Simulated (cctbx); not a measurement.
**Diagnosing a refinement**

Cell a = 5.8620 Å, b = 5.8620 Å, c = 11.4480 Å, α = 90.00°, β = 90.00°, γ = 90.00°; space group I-42m (no. 121). The compound is GaSn2Se4.

The data are simulated with cctbx, not measured: Mo Kα, λ = 0.71073 Å, to d = 0.65 Å, 70 % of the full sphere, strongest reflection 70000 counts, noise from counting, a 2 % proportional error and a noise floor of 2 counts (s.d.); no absorption.

An anisotropic refinement with weights 1/σ² prints:

```text
Rint 0.018, 417 unique reflections to 0.65 A
cycle     R1     wR2    GooF  max shift (A)
   1  0.3511  0.6911  42.138   0.02665
   5  0.3355  0.6264  38.195   0.00018
final R1 0.3354 wR2 0.6264 GooF 38.195  parameters 8  data/parameter 52.1
atom        x        y        z      Ueq    occ   su(xyz)  su(Uiso or U11)
Sn1    0.00000  0.50000  0.25000  -0.0017  1.000  0.00000  0.0018  NPD
Se1    0.75636  0.75636  0.38396  -0.0008  1.000  0.00065  0.0024  NPD
difference map: max 149.70 min -26.64 rms 6.83
Q1    0.0000  0.0000  0.0000    2  149.70  2.51 A from Se1
Q2    0.2322  0.2322  0.3753    8  117.28  0.14 A from Se1
Q3    0.0000  0.5000  0.2500    4   80.67  0.00 A from Sn1
Q4    0.0000  0.0000  0.5000    2   58.50  2.42 A from Se1
Q5    0.0000  0.4267  0.0000    8   20.53  2.24 A from Se1
Q6    0.0473  0.0473  0.2410    8   17.90  2.31 A from Se1
```

**Question.** Can this result stand? If not, what is the likely fault?

Mend it. The fault: an atom left out, Ga at (0, 0, 0). Against the right model at the same level, R1 goes from 0.0062 to 0.3354 and GooF from 0.94 to 38.20, U of Se1 shrinks from 0.0071 to -0.0008 Å², U of Sn1 shrinks from 0.0056 to -0.0017 Å², the top difference peak, 149.7 e/Å³, lies 2.51 Å from Se1 and Sn1 and Se1 go non-positive-definite. Q1 is the missing atom. With scattering power missing, scale and phases suffer, so peaks may also grow on the heavy atoms.

The compound is GaSn2Se4. The right model at the same level gives:

```text
Rint 0.018, 417 unique reflections to 0.65 A
cycle     R1     wR2    GooF  max shift (A)
   1  0.0167  0.0440   2.691   0.00136
   2  0.0062  0.0154   0.943   0.00000
final R1 0.0062 wR2 0.0154 GooF 0.943  parameters 10  data/parameter 41.7
atom        x        y        z      Ueq    occ   su(xyz)  su(Uiso or U11)
Sn1    0.00000  0.50000  0.25000   0.0056  1.000  0.00000  0.0000
Se1    0.75931  0.75931  0.38330   0.0071  1.000  0.00002  0.0000
Ga1    0.00000  0.00000  0.00000   0.0063  1.000  0.00000  0.0001
Flack x: -0.013(9)
Hooft y: -0.003(8)  Bijvoet pairs: 167
difference map: max 0.24 min -0.42 rms 0.06
Q1    0.0231  0.4292  0.1080   16    0.24  1.68 A from Sn1
Q2    0.0087  0.2447  0.3185   16    0.23  1.55 A from Se1
Q3    0.9867  0.2290  0.0780   16    0.20  1.52 A from Se1
Q4    0.0000  0.0000  0.0853    4    0.20  0.98 A from Ga1
Q5    0.0673  0.0673  0.2547    8    0.19  2.06 A from Se1
Q6    0.0075  0.1743  0.4424   16    0.19  1.57 A from Se1
```

The model is made up (kin elements in a known structure type, no relaxation), so it says nothing on whether the phase exists.

[Middle refinement cycles are left out of these outputs.]

[Logs are printed without paths, hosts, clocks, repeated set-up lines and the standing remarks that a program may print on its own settings, such as how far it seeks lower states.]
